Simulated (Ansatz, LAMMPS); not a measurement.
# Gap against volume in amorphous Si0.375Ge0.625 (72 atoms)

Density of this cell: 4.07 g/cm³. The cell holds 72 atoms: 27 Si and 45 Ge. Its edges and angles: a = 11.540 Å, b = 11.830 Å, c = 12.040 Å, α = 89.7°, β = 89.3°, γ = 90.6°. The starting structure: 72 atoms (27 Si, 45 Ge) placed at random at 4.12 g/cm³, melted at 3500 K for 10 ps at fixed volume with the Tersoff potential (Tersoff, Phys. Rev. B 39, 5566 (1989)). Quenched from 3500 K to 300 K at 20 K/ps and fixed volume, annealed at 800 K for 20 ps, held 5 ps, then minimised at fixed cell.

Calculated with Ansatz 0.2.0: Kohn-Sham DFT, PBE, PAW (set soft_2), plane waves; cutoff 420 eV, Γ point, gaussian smearing of 0.05 eV. The relaxed cell was scaled evenly and the atoms were relaxed at each volume. The gap is that between the highest filled and the lowest empty Kohn-Sham level on the run's k-points.

| volume (Å³/atom) | gap (eV) |
| --- | --- |
| 20.543 | 0.4339 |
| 21.456 | 0.4147 |
| 22.141 | 0.4011 |
| 22.826 | 0.3895 |
| 23.510 | ? |
| 24.195 | 0.3447 |

Task: Fit a straight line in ln V to the rows given and interpolate to the withheld row.

**Working.**

A volume deformation potential makes the spacing linear in u = ln(V/V0), with V0 = 22.826 Å³ the relaxed volume; v is the spacing.

| u = ln(V/V0) | v (eV) |
| --- | --- |
| -0.105361 | 0.4339 |
| -0.0618753 | 0.4147 |
| -0.0304589 | 0.4011 |
| 0 | 0.3895 |
| 0.0582684 | 0.3447 |

With n = 5: mean u = -0.0278853, mean v = 0.39678, Σ(u − ū)² = 0.015364, Σ(u − ū)(v − v̄) = -0.0081860. Slope b = -0.0081860 / 0.015364 = -0.53279; intercept a = v̄ − b ū = 0.38192.

At the withheld volume u = 0.02956, and v = a + b u.

Prediction at 23.510: 0.3662 eV. The run gave 0.3754 eV, so the fit is low by 0.0092 eV (2.5 % of the value).

The slope, -0.53 eV, says that the spacing narrows on expansion. Among the rows given, the largest miss of the fit is at 22.826, by 0.0076 eV (8.5 % of the range of the table).

Limits: The table spans 16 % in volume, wide for a linear law. Semilocal functionals tend to put gaps under measured ones. Only the Γ point is sampled. Defect or tail levels can set the spacing of a disordered cell.

[Hosts, paths, dates, database ids (printed as entryN), source tags and the programs' standing remarks are cut or masked in the printed files.]
